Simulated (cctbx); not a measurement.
# Symmetry from intensities

Cell: a = 8.1200 Å, b = 4.8710 Å, c = 8.8680 Å, α = 90.00°, β = 90.00°, γ = 90.00°. Expected content of the cell: Ta8 Rh6 Ni2 Cr8.

The data are simulated with cctbx, not measured: Cu Kα, λ = 1.54184 Å, to d = 0.83 Å, 70 % of the full sphere, strongest reflection 70000 counts, noise from counting, a 2 % proportional error and a noise floor of 15 counts (s.d.); no absorption.

A first pass over the reflections prints:

```text
1816 reflections to d = 0.830 A
centring   violations  <I/sigma> of those
    A          0 of   915      0.0
    B        430 of   902     14.7
    C        430 of   897     14.8
    I        441 of   895     13.9
    R        571 of  1193     14.7
    F        430 of  1357      9.8
Laue class    unique    Rint  (classes that these axes allow; Friedel mates merged)
A 1 2/m 1         360   0.019
A 1 1 2/m         342   0.020
A m m m           210   0.021
space group    extra absences  I>4sigma  <I/sigma>
A 2 2 2                 0          0         -  acentric
A 2 m m                 0          0         -  acentric
A m m 2                 0          0         -  acentric
A m 2 m                 0          0         -  acentric
A m m m                 0          0         -  centric
Wilson B = 0.96 A^2   <|E^2-1|> = 0.925 (0.968 centric, 0.736 acentric)   E^2>4: 1.4 %
shell (A)         n   <I/sigma>
 8.12 - 1.66     31     45.9
 1.66 - 1.32     27     49.0
 1.32 - 1.15     30     46.3
 1.15 - 1.05     23     55.5
 1.05 - 0.97     24     37.1
 0.97 - 0.91     26     62.1
 0.91 - 0.87     21     36.0
 0.87 - 0.83     28     50.0
```

**Question.** What are the lattice type, the Laue class and the likely space group?

The reflections that A centring forbids are absent (⟨I/σ⟩ near 0), so the lattice is A.

Rint stays low (0.019 to 0.021) up to A m m m, the highest class in these axes.

5 settings pass the absence test. No glide or screw absences show, which leaves A 2 2 2, A 2 m m, A m m 2, A m 2 m and A m m m.

⟨|E²−1|⟩ = 0.925 leans to a centrosymmetric structure. Here that hint misleads: the statistic assumes many like atoms on general positions, and few, heavy or special-position atoms break it. The Wilson B of 0.96 Å² means U ≈ 0.0122 Å².

The true group is Amm2 (no. 38), Laue class mmm, non-centrosymmetric. The tables only narrow the choice to the tied entries; cell content, site symmetry and trial solutions must settle it.

The model is made up (kin elements in a known structure type, no relaxation), so it says nothing on whether the phase exists.

[Logs are printed without paths, hosts, clocks, repeated set-up lines and the standing remarks that a program may print on its own settings, such as how far it seeks lower states.]
